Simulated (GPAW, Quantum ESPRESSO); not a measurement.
# Core-hole calculation of the Zn K edge in MnZn (Pm-3m), part 3 of 4

Do two independent programs agree on the Zn K edge of MnZn (Pm-3m)? The same cell and functional are run with XSpectra and with GPAW.

Quantum ESPRESSO 7.5 and GPAW 26.7.0; core-hole supercells, plane-wave PAW LDA.

So far. Step 7 (Spectrum with XCH, Zn atom 1 (Quantum ESPRESSO)): The total-energy difference is 9676.25 eV. One term is added: -30.82 eV, since the hole is spin-paired here and a spin-polarised one costs that much less in the free atom (computed apart). The photon energy is then 9645.43 eV. The tabulated edge of the element is 9659 eV. The functional leaves an error in such absolute values: in the free atom LDA prices this hole 19.1 eV below PBE (computed apart), and PBE is itself good to a few eV.

## (9) Spectrum without a core hole, Zn atom 1 (GPAW)

Level of this step: X-ray absorption from dipole matrix elements to empty bands, plane-wave PAW LDA (GPAW).

Without a hole the spectrum is the empty density of states of the right symmetry on the absorber, weighted by matrix elements. It needs only the small cell and serves as the baseline. The data set with a hole of occupation 0 only carries the core orbital.

xas.py

```python
import numpy as np
from ase import Atoms
from ase.parallel import parprint, paropen
from gpaw import GPAW, PW, FermiDirac, Mixer, MixerDif, setup_paths
from gpaw.test import gen
setup_paths.insert(0, '.')
gen('Zn', name='nch1s', xcname='LDA', corehole=(1, 0, 0), write_xml=True)
from gpaw.mpi import world
world.barrier()

atoms = Atoms('ZnMn',
    cell=[[3.07, 0, 0],
     [0, 3.07, 0],
     [0, 0, 3.07]],
    scaled_positions=[[0.5, 0.5, 0.5],
     [0, 0, 0]],
    magmoms=[0.0, 4.0],
    pbc=True)
atoms.calc = calc = GPAW(legacy_gpaw=True, mode=PW(500), xc='LDA', setups={0: 'nch1s'},
    kpts={'size': (11, 11, 11), 'gamma': True}, occupations=FermiDirac(0.1),
    charge=0, mixer=MixerDif(0.05, 8, 50), maxiter=150,
    convergence={'density': 0.0001}, txt='scf.txt')
energy = atoms.get_potential_energy() + calc.get_reference_energy()
ef = calc.get_fermi_level()
out = dict(energy=energy, fermi=ef, forces=atoms.get_forces().tolist(), magmoms=atoms.get_magnetic_moments().tolist())
parprint(f'all-electron energy {energy:.4f} eV, Fermi level {ef:.4f} eV')
ev = np.array([[calc.get_eigenvalues(k, s) for k in range(len(calc.get_ibz_k_points()))] for s in range(calc.get_number_of_spins())])
out['homo'], out['lumo'], out['counts'] = ev[ev < ef].max(), ev[ev > ef].min(), sorted(set((ev < ef).sum((0, 2)).tolist()))
out['filled'] = (ev[:, 0] < ef).sum(1).tolist()

from ase.units import Ha
from gpaw.xas import dipole_matrix_elements
nb = int(calc.get_number_of_electrons() / 2) + 26
top = nb
nscf = calc.fixed_density(kpts={'size': (10, 10, 10), 'gamma': True},
    convergence={'eigenstates': 1.0}, txt='nscf.txt')
nscf.diagonalize_full_hamiltonian(nbands=nb)
cell = atoms.cell.array
ops = [cell.T @ U.T @ np.linalg.inv(cell.T) for U in nscf.wfs.kd.symmetry.op_scc]
E = np.arange(-25, 34, 0.1)
fwhm = np.interp(E, [4, 25], [1.67, 3.5])
Y, X, zero, highest = 0, 0, 1e9, 1e9
for spin in range(nscf.get_number_of_spins()):
    wfs = nscf.wfs
    A = dipole_matrix_elements(wfs.setups[0])
    eps = np.zeros((wfs.kd.nibzkpts, nb))
    d = np.zeros((3, A.shape[1], wfs.kd.nibzkpts, nb), complex)
    for kpt in wfs.kpt_u:
        if kpt.s == spin and 0 in kpt.P_ani:
            eps[kpt.k] = kpt.eps_n * Ha
            d[:, :, kpt.k] = (kpt.weight * wfs.nspins / 2) ** 0.5 * np.inner(A, kpt.P_ani[0])
    world.sum(eps)
    world.sum(d)
    T = np.einsum('amkn,bmkn->abkn', d, d.conj()).real
    T = sum(np.einsum('ai,ijkn,bj->abkn', R, T, R) for R in ops) / len(ops)
    empty = eps > ef
    zero, highest = min(zero, eps[empty].min()), min(highest, eps[:, top - 1].min())
    lines = [(eps, T, empty)] if spin == 0 else lines + [(eps, T, empty)]
for eps, T, empty in lines:
    f = np.einsum('aakn->akn', T).reshape(3, -1)
    x = eps.ravel() - zero
    w = np.interp(x, E, fwhm) / 2.35482
    g = np.exp(-0.5 * ((E[:, None] - x) / w) ** 2) / (w * (2 * np.pi) ** 0.5)
    Y = Y + (f * empty.ravel()) @ g.T
    X = X + (f * ~empty.ravel()) @ g.T
out.update(E=E.round(2).tolist(), xas=Y.tolist(), xes=X.tolist(), zero=zero, valid=highest - zero, nk=len(eps), nb=nb)
for i in range(0, len(E), 10):
    parprint(f'{E[i]:7.2f}', *(f'{v:10.3e}' for v in Y[:, i]))
import json
with paropen('out.json', 'w') as f:
    json.dump(out, f)
```

On the command line:

```
> OMP_NUM_THREADS=1 mpirun -n 4 gpaw python xas.py
```

Numbers of over 12 decimals in the logs are rounded to 6 here.

The program printed:

```text
Input parameters:
  convergence: {density: 0.0001}
  kpts: {gamma: True,
         size: (11, 11, 11)}
  maxiter: 150
  mixer: {backend: pulay,
          beta: 0.05,
          method: difference,
          nmaxold: 8,
          weight: 50}
  mode: {ecut: 500.0,
         name: pw}
  occupations: {fixmagmom: False,
                name: fermi-dirac,
                width: 0.1}
  setups: {0: nch1s}

Initialize ...

[...]
4s:      -0.228494    -0.228671
4p:      -0.045217    -0.045275
3d:      -0.383140    -0.383726
*f:                    0.072913
-------------------------------
all-electron energy -80255.5111 eV, Fermi level 6.7598 eV
 -25.00 3.058e-254 3.058e-254 3.058e-254
 -24.00 1.865e-244 1.865e-244 1.865e-244
 -23.00 7.340e-235 7.340e-235 7.340e-235
 -22.00 1.267e-218 1.267e-218 1.267e-218
[...]
32.00  3.642e-07  3.642e-07  3.642e-07
  33.00  3.497e-07  3.497e-07  3.497e-07
[key lines of the parts left out:]
Converged after 21 iterations.
Dipole moment: (0.000000, -0.000000, 0.000000) |e|*Ang
Free energy:    -12.161410
Fermi level: 6.75976
```

Wall time 41 s (4 MPI ranks of Arm Neoverse V2, shared host); peak memory 0.3 GiB; 2.8 min of CPU time.

The Zn K spectrum, Zn atom 1, no core hole (energy from the lowest empty level; intensity scaled to a mean of 1 over the first 20 eV):

```csv
E (eV),intensity
-2.0,0.00
-1.5,0.01
-1.0,0.04
-0.5,0.13
0.0,0.26
0.5,0.38
1.0,0.42
1.5,0.40
2.0,0.38
2.5,0.39
3.0,0.44
3.5,0.49
4.0,0.54
4.5,0.61
5.0,0.71
5.5,0.85
6.0,0.99
6.5,1.12
7.0,1.24
7.5,1.32
8.0,1.37
8.5,1.40
9.0,1.41
9.5,1.40
10.0,1.37
10.5,1.32
11.0,1.26
11.5,1.19
12.0,1.11
12.5,1.06
13.0,1.07
13.5,1.14
14.0,1.26
14.5,1.35
15.0,1.37
15.5,1.33
16.0,1.26
16.5,1.19
17.0,1.14
17.5,1.09
18.0,1.03
18.5,0.98
19.0,0.94
19.5,0.92
20.0,0.92
20.5,0.92
21.0,0.93
21.5,0.93
22.0,0.94
22.5,0.96
23.0,0.98
23.5,1.00
24.0,1.02
24.5,1.03
25.0,1.03
25.5,1.03
26.0,1.04
26.5,1.05
27.0,1.07
27.5,1.10
28.0,1.14
28.5,1.18
29.0,1.22
29.5,1.25
30.0,1.26
30.5,1.26
31.0,1.25
31.5,1.24
32.0,1.22
```

Main maxima below 30 eV (height): 1.0 eV (0.42), 9.0 eV (1.41) and 14.8 eV (1.37). 

The same matrix elements for filled bands give the Zn K emission of Zn atom 1 (ground-state approximation; energy from the lowest empty level, largest value 1):

```csv
E (eV),emission
-24.00,0.00
-23.25,0.00
-22.50,0.00
-21.75,0.00
-21.00,0.00
-20.25,0.00
-19.50,0.00
-18.75,0.00
-18.00,0.00
-17.25,0.00
-16.50,0.00
-15.75,0.00
-15.00,0.00
-14.25,0.00
-13.50,0.00
-12.75,0.00
-12.00,0.00
-11.25,0.00
-10.50,0.00
-9.75,0.00
-9.00,0.01
-8.25,0.04
-7.50,0.10
-6.75,0.13
-6.00,0.15
-5.25,0.20
-4.50,0.30
-3.75,0.49
-3.00,0.75
-2.25,0.95
-1.50,0.99
-0.75,0.77
0.00,0.38
0.75,0.09
1.50,0.01
2.25,0.00
3.00,0.00
```

Emission maxima: -1.8 eV (1.00).

## (10) Reference energy of the supercell (GPAW)

Total energies of two programs can't be mixed, so the cell and mesh of GPAW's hole run get a reference energy of their own.

scf.py

```python
import numpy as np
from ase import Atoms
from ase.parallel import parprint, paropen
from gpaw import GPAW, PW, FermiDirac, Mixer, MixerDif, setup_paths
from gpaw.test import gen
setup_paths.insert(0, '.')
gen('Zn', name='nch1s', xcname='LDA', corehole=(1, 0, 0), write_xml=True)
from gpaw.mpi import world
world.barrier()

atoms = Atoms('Zn8Mn8',
    cell=[[6.14, 0, 0],
     [0, 6.14, 0],
     [0, 0, 6.14]],
    scaled_positions=[[0.25, 0.25, 0.25],
     [0.25, 0.25, 0.75],
     [0.25, 0.75, 0.25],
     [0.75, 0.25, 0.25],
     [0.25, 0.75, 0.75],
     [0.75, 0.25, 0.75],
     [0.75, 0.75, 0.25],
     [0.75, 0.75, 0.75],
     [0, 0, 0],
     [0, 0, 0.5],
     [0, 0.5, 0],
     [0.5, 0, 0],
     [0, 0.5, 0.5],
     [0.5, 0, 0.5],
     [0.5, 0.5, 0],
     [0.5, 0.5, 0.5]],
    magmoms=[0.0, 0.0, 0.0, 0.0, 0.0, 0.0, 0.0, 0.0, 4.0, 4.0, 4.0, 4.0, 4.0, 4.0, 4.0, 4.0],
    pbc=True)
atoms.calc = calc = GPAW(legacy_gpaw=True, mode=PW(500), xc='LDA', setups={0: 'nch1s'},
    kpts={'size': (4, 4, 4), 'gamma': True}, occupations=FermiDirac(0.1),
    charge=0, mixer=MixerDif(0.05, 8, 50), maxiter=150,
    convergence={'density': 0.0001}, txt='scf.txt')
energy = atoms.get_potential_energy() + calc.get_reference_energy()
ef = calc.get_fermi_level()
out = dict(energy=energy, fermi=ef, forces=atoms.get_forces().tolist(), magmoms=atoms.get_magnetic_moments().tolist())
parprint(f'all-electron energy {energy:.4f} eV, Fermi level {ef:.4f} eV')
ev = np.array([[calc.get_eigenvalues(k, s) for k in range(len(calc.get_ibz_k_points()))] for s in range(calc.get_number_of_spins())])
out['homo'], out['lumo'], out['counts'] = ev[ev < ef].max(), ev[ev > ef].min(), sorted(set((ev < ef).sum((0, 2)).tolist()))
out['filled'] = (ev[:, 0] < ef).sum(1).tolist()
import json
with paropen('out.json', 'w') as f:
    json.dump(out, f)
```

On the command line:

```
> OMP_NUM_THREADS=1 mpirun -n 4 gpaw python scf.py
```

The program printed:

```text
Input parameters:
  convergence: {density: 0.0001}
  kpts: {gamma: True,
         size: (4, 4, 4)}
  maxiter: 150
  mixer: {backend: pulay,
          beta: 0.05,
          method: difference,
          nmaxold: 8,
          weight: 50}
  mode: {ecut: 500.0,
         name: pw}
  occupations: {fixmagmom: False,
                name: fermi-dirac,
                width: 0.1}
  setups: {0: nch1s}

Initialize ...

[...]
*s    :     0.771506
4p(0) :    -0.045217     1.008310
*p    :     0.954783
3d(10):    -0.383140     0.154691
*d    :     0.616860
--------------------------------

Diagonalizing with gridspacing h=0.050

state   all-electron     PAW
-------------------------------
4s:      -0.228494    -0.228671
4p:      -0.045217    -0.045275
3d:      -0.383140    -0.383726
*f:                    0.072913
-------------------------------
all-electron energy -642044.1320 eV, Fermi level 6.7491 eV
[key lines of the parts left out:]
Converged after 18 iterations.
Dipole moment: (-0.000004, -0.000004, -0.000004) |e|*Ang
Free energy:    -97.321475
Fermi level: 6.74911
```

Run time: 4.2 min. Hardware: 4 MPI ranks; peak memory 0.74 GiB.

Reference energy: -642044.132 eV with the cores included.

## (11) Spectrum with XCH, Zn atom 1 (GPAW)

The holes are 6.1 Å apart. The excited electron is kept in the cell, where it fills the lowest empty states and screens the hole. After the field has converged, empty bands are computed with the density fixed and the dipole matrix elements are summed.

xas.py, as its differences from that of step 9:

```diff
@@ -6,3 +6,3 @@
 setup_paths.insert(0, '.')
-gen('Zn', name='nch1s', xcname='LDA', corehole=(1, 0, 0), write_xml=True)
+gen('Zn', name='fch1s', xcname='LDA', corehole=(1, 0, 1), write_xml=True)
 from gpaw.mpi import world
@@ -10,13 +10,27 @@
 
-atoms = Atoms('ZnMn',
-    cell=[[3.07, 0, 0],
-     [0, 3.07, 0],
-     [0, 0, 3.07]],
-    scaled_positions=[[0.5, 0.5, 0.5],
-     [0, 0, 0]],
-    magmoms=[0.0, 4.0],
+atoms = Atoms('Zn8Mn8',
+    cell=[[6.14, 0, 0],
+     [0, 6.14, 0],
+     [0, 0, 6.14]],
+    scaled_positions=[[0.25, 0.25, 0.25],
+     [0.25, 0.25, 0.75],
+     [0.25, 0.75, 0.25],
+     [0.75, 0.25, 0.25],
+     [0.25, 0.75, 0.75],
+     [0.75, 0.25, 0.75],
+     [0.75, 0.75, 0.25],
+     [0.75, 0.75, 0.75],
+     [0, 0, 0],
+     [0, 0, 0.5],
+     [0, 0.5, 0],
+     [0.5, 0, 0],
+     [0, 0.5, 0.5],
+     [0.5, 0, 0.5],
+     [0.5, 0.5, 0],
+     [0.5, 0.5, 0.5]],
+    magmoms=[0.0, 0.0, 0.0, 0.0, 0.0, 0.0, 0.0, 0.0, 4.0, 4.0, 4.0, 4.0, 4.0, 4.0, 4.0, 4.0],
     pbc=True)
-atoms.calc = calc = GPAW(legacy_gpaw=True, mode=PW(500), xc='LDA', setups={0: 'nch1s'},
-    kpts={'size': (11, 11, 11), 'gamma': True}, occupations=FermiDirac(0.1),
-    charge=0, mixer=MixerDif(0.05, 8, 50), maxiter=150,
+atoms.calc = calc = GPAW(legacy_gpaw=True, mode=PW(500), xc='LDA', setups={0: 'fch1s'},
+    kpts={'size': (4, 4, 4), 'gamma': True}, occupations=FermiDirac(0.1),
+    charge=-1, mixer=MixerDif(0.05, 8, 50), maxiter=150,
     convergence={'density': 0.0001}, txt='scf.txt')
@@ -32,10 +46,9 @@
 from gpaw.xas import dipole_matrix_elements
-nb = int(calc.get_number_of_electrons() / 2) + 26
-top = nb
-nscf = calc.fixed_density(kpts={'size': (10, 10, 10), 'gamma': True},
-    convergence={'eigenstates': 1.0}, txt='nscf.txt')
-nscf.diagonalize_full_hamiltonian(nbands=nb)
+nb = int(calc.get_number_of_electrons() / 2) + 180
+top, nb = nb, nb + 8 + nb // 12
+nscf = calc.fixed_density(kpts={'size': (5, 5, 5), 'gamma': True}, nbands=nb,
+    convergence={'bands': top, 'eigenstates': 1e-5}, maxiter=60, txt='nscf.txt')
 cell = atoms.cell.array
 ops = [cell.T @ U.T @ np.linalg.inv(cell.T) for U in nscf.wfs.kd.symmetry.op_scc]
-E = np.arange(-25, 34, 0.1)
+E = np.arange(-6, 34, 0.1)
 fwhm = np.interp(E, [4, 25], [1.67, 3.5])
```

On the command line:

```
> OMP_NUM_THREADS=1 mpirun -n 4 gpaw python xas.py
```

The program printed:

```text
Input parameters:
  charge: -1
  convergence: {density: 0.0001}
  kpts: {gamma: True,
         size: (4, 4, 4)}
  maxiter: 150
  mixer: {backend: pulay,
          beta: 0.05,
          method: difference,
          nmaxold: 8,
          weight: 50}
  mode: {ecut: 500.0,
         name: pw}
  occupations: {fixmagmom: False,
                name: fermi-dirac,
                width: 0.1}
  setups: {0: fch1s}

Initialize ...

[... PAW data sets ...]

Reference energy: -632267.315280  # eV

Spin-polarized calculation.
Initial magnetic moment: 32.000000

[... convergence settings ...]
Symmetries present (total): 6
  [... symmetry matrices ...]

64 k-points: 4 x 4 x 4 Monkhorst-Pack grid + [1/8,1/8,1/8]
13 k-points in the irreducible part of the Brillouin zone
       k-points in crystal coordinates                weights
   0:     0.00000000    0.00000000    0.00000000          1/64
   1:     0.25000000    0.00000000   -0.25000000          6/64
   2:     0.25000000    0.00000000    0.00000000          6/64
   3:     0.25000000    0.25000000   -0.25000000          6/64
   4:     0.25000000    0.25000000    0.00000000          6/64
   5:     0.25000000    0.25000000    0.25000000          2/64
   6:     0.50000000    0.00000000    0.00000000          3/64
   7:     0.50000000    0.25000000   -0.25000000          6/64
   8:     0.50000000    0.25000000    0.00000000         12/64
   9:     0.50000000    0.25000000    0.25000000          6/64
          ...
  12:     0.50000000    0.50000000    0.50000000          1/64

Wave functions: Plane wave expansion
  Cutoff energy: 500.000 eV
  Number of coefficients (min, max): 5856, 5910
  Pulay-stress correction: 0.000000 eV/Ang^3 (de/decut=0.000000)
  Using FFTW library
  Wavefunction extrapolation:
    Improved wavefunction reuse through dual PAW basis

Occupation numbers: Fermi-Dirac:
  width: 0.1000  # eV

Eigensolver
   Davidson(niter=2)

Densities:
  Coarse grid: 32*32*32 grid
  Fine grid: 64*64*64 grid
  Total Charge: 0.000000

Density mixing:
  Method: difference
  Backend: pulay
  Linear mixing parameter: 0.05
  old densities: 8
  Width of damping distribution: 1.1
  Damping of long wavelength oscillations: 50

[... Hamiltonian set-up ...]
Number of atoms: 16
Number of atomic orbitals: 176
Number of bands in calculation: 154
Number of valence electrons: 217
Bands to converge: occupied

... initialized

Initializing position-dependent things.

Density initialized from atomic densities
Creating initial wave functions:
  154 bands from LCAO basis set

Positions:
   0 Zn     1.535000    1.535000    1.535000    ( 0.0000,  0.0000,  0.0000)
   1 Zn     1.535000    1.535000    4.605000    ( 0.0000,  0.0000,  0.0000)
   2 Zn     1.535000    4.605000    1.535000    ( 0.0000,  0.0000,  0.0000)
   3 Zn     4.605000    1.535000    1.535000    ( 0.0000,  0.0000,  0.0000)
   4 Zn     1.535000    4.605000    4.605000    ( 0.0000,  0.0000,  0.0000)
   5 Zn     4.605000    1.535000    4.605000    ( 0.0000,  0.0000,  0.0000)
   6 Zn     4.605000    4.605000    1.535000    ( 0.0000,  0.0000,  0.0000)
[...]
13 Mn     3.070000    0.000000    3.070000    ( 0.0000,  0.0000,  4.0000)
  14 Mn     3.070000    3.070000    0.000000    ( 0.0000,  0.0000,  4.0000)
  15 Mn     3.070000    3.070000    3.070000    ( 0.0000,  0.0000,  4.0000)

Unit cell:
           periodic     x           y           z      points  spacing
  1. axis:    yes    6.140000    0.000000    0.000000    32     0.1919
  2. axis:    yes    0.000000    6.140000    0.000000    32     0.1919
  3. axis:    yes    0.000000    0.000000    6.140000    32     0.1919

  Lengths:   6.140000   6.140000   6.140000
  Angles:   90.000000  90.000000  90.000000

Effective grid spacing dv^(1/3) = 0.1919

iter:   1  -142.174409                   +32.2029
iter:   2  -140.596565   -0.49  -1.51    +28.3270
[...]
Converged after 22 iterations.

Dipole moment: (-0.123048, -0.123048, -0.123048) |e|*Ang

Total magnetic moment: (0.000000, 0.000000, 24.182512)
Local magnetic moments:
   0 Zn ( 0.000000,  0.000000, -0.128626)
   1 Zn ( 0.000000,  0.000000, -0.066466)
   2 Zn ( 0.000000,  0.000000, -0.066466)
   3 Zn ( 0.000000,  0.000000, -0.066466)
   4 Zn ( 0.000000,  0.000000, -0.070185)
   5 Zn ( 0.000000,  0.000000, -0.070185)
   6 Zn ( 0.000000,  0.000000, -0.070185)
   7 Zn ( 0.000000,  0.000000, -0.070890)
   8 Mn ( 0.000000,  0.000000,  2.942340)
   9 Mn ( 0.000000,  0.000000,  2.942343)
  10 Mn ( 0.000000,  0.000000,  2.942343)
  11 Mn ( 0.000000,  0.000000,  2.942343)
  12 Mn ( 0.000000,  0.000000,  2.942343)
  13 Mn ( 0.000000,  0.000000,  2.942343)
  14 Mn ( 0.000000,  0.000000,  2.942343)
  15 Mn ( 0.000000,  0.000000,  2.942340)

Energy contributions relative to reference atoms: (reference = -632267.315280)

Kinetic:        -29.841942
Potential:      +43.019313
External:        +0.000000
XC:            -150.557225
Entropy (-ST):   -0.347525
Local:           +1.171755
SIC:             +0.000000
--------------------------
Free energy:   -136.555624
Extrapolated:  -136.381862

Spin contamination: 1.945951 electrons
Showing only first 2 kpts
                      Up                     Down
 Kpt  Band  Eigenvalues  Occupancy  Eigenvalues  Occupancy
  0   106      5.45493    1.00000      7.98634    0.00003
  0   107      5.45493    1.00000      7.98635    0.00003
  0   108      5.59691    1.00000      8.07095    0.00001
  0   109      5.59691    1.00000      8.07095    0.00001

  1   106      5.44878    1.00000      8.02487    0.00002
  1   107      5.45995    1.00000      8.07223    0.00001
  1   108      5.53303    1.00000      8.18252    0.00000
  1   109      5.59463    1.00000      8.19059    0.00000

Fermi level: 6.93156

No gap
No difference between direct/indirect transitions

Forces in eV/Ang:
  0 Zn   -0.00000   -0.00000   -0.00000
  1 Zn   -0.00000   -0.00000   -0.00000
  2 Zn   -0.00000   -0.00000   -0.00000
  3 Zn   -0.00000   -0.00000   -0.00000
  4 Zn   -0.00000    0.00000    0.00000
  5 Zn    0.00000   -0.00000    0.00000
  6 Zn    0.00000    0.00000   -0.00000
[...]
13 Mn    0.00989   -0.00989    0.00989
 14 Mn    0.00989    0.00989   -0.00989
 15 Mn    0.00989    0.00989    0.00989
Scalar-relativistic atomic LDA calculation for Zn (Zinc, Z=30)
Core hole in 1s state (1s occupation: 1.0)
600 radial gridpoints.
|------------------------------------------------|
|------------------------------------------------|
[... the atom generator's iteration count ...]

Energy contributions:
-------------------------
Kinetic:    +1455.313461
XC:           -60.592874
Potential:  -2831.921453
-------------------------
Total:      -1437.200866

state      eigenvalue         ekin         rmax
-----------------------------------------------
1s^1.0 :  -362.370562   457.247084        0.033
2s^2.0 :   -45.586324    89.692358        0.186
2p^6.0 :   -40.551796    88.902557        0.147
3s^2.0 :    -5.578362    20.178333        0.572
3p^6.0 :    -3.921210    18.278078        0.568
3d^10.0:    -1.035193    13.091422        0.530
4s^2.0 :    -0.603317     2.163486        1.866
4p^0.0 :    -0.343743     1.345124        2.300
-----------------------------------------------
(units: Bohr and Hartree)

Generating PAW setup
Kinetic energy of the core from tauc = 1332.765430
Cutoffs:
rc(s)=2.430
rc(p)=2.400
rc(d)=2.230
rc(vbar)=2.260
rc(comp)=2.200
rc(nct)=2.430

Kinetic energy of the core states: 1320.072273
Charge: 1.0
Core electrons: 17.0
Valence electrons: 12.0
Pseudo-core charge: 0.063801
Shape function alpha=2.066
Pseudo-electron charge 3.436182
state    eigenvalue         norm
--------------------------------
4s(2) :    -0.603317     1.206269
*s    :     0.396683
4p(0) :    -0.343743     1.021921
*p    :     0.656257
3d(10):    -1.035193     0.095984
*d    :    -0.035193
--------------------------------

Diagonalizing with gridspacing h=0.050

state   all-electron     PAW
-------------------------------
4s:      -0.603317    -0.603615
4p:      -0.343743    -0.343956
3d:      -1.035193    -1.035651
*f:                   -0.018332
-------------------------------
all-electron energy -632403.6971 eV, Fermi level 6.9316 eV
  -6.00  2.553e-24  2.553e-24  2.553e-24
  -5.00  1.752e-19  1.752e-19  1.752e-19
  -4.00  1.699e-15  1.699e-15  1.699e-15
  -3.00  2.363e-12  2.363e-12  2.363e-12
  -2.00  4.849e-10  4.849e-10  4.849e-10
  -1.00  1.559e-08  1.559e-08  1.559e-08
  -0.00  9.145e-08  9.145e-08  9.145e-08
[...]
31.00  3.273e-07  3.273e-07  3.273e-07
  32.00  3.198e-07  3.198e-07  3.198e-07
  33.00  3.032e-07  3.032e-07  3.032e-07
```

It took 14 min on 4 MPI ranks; peak memory 1.2 GiB.

(Part 3 of 4 ends here.)

[Banner, clock and machine lines of the logs are left out without a mark of their own.]

[Logs are printed without paths, hosts, clocks, repeated set-up lines and the standing remarks that a program may print on its own settings, such as how far it seeks lower states.]

[Hosts, paths, dates, database ids (printed as entryN), source tags and the programs' standing remarks are cut or masked in the printed files.]

[Lists of maxima count a maximum above −3 eV only where it reaches 4 % of the highest in the window and stands out from its surroundings by 2 % of it (1.5 % where it reaches 55 %); shoulders and weaker maxima are passed over, and of the rest the first, up to two pre-edge ones and the few strongest are named.]
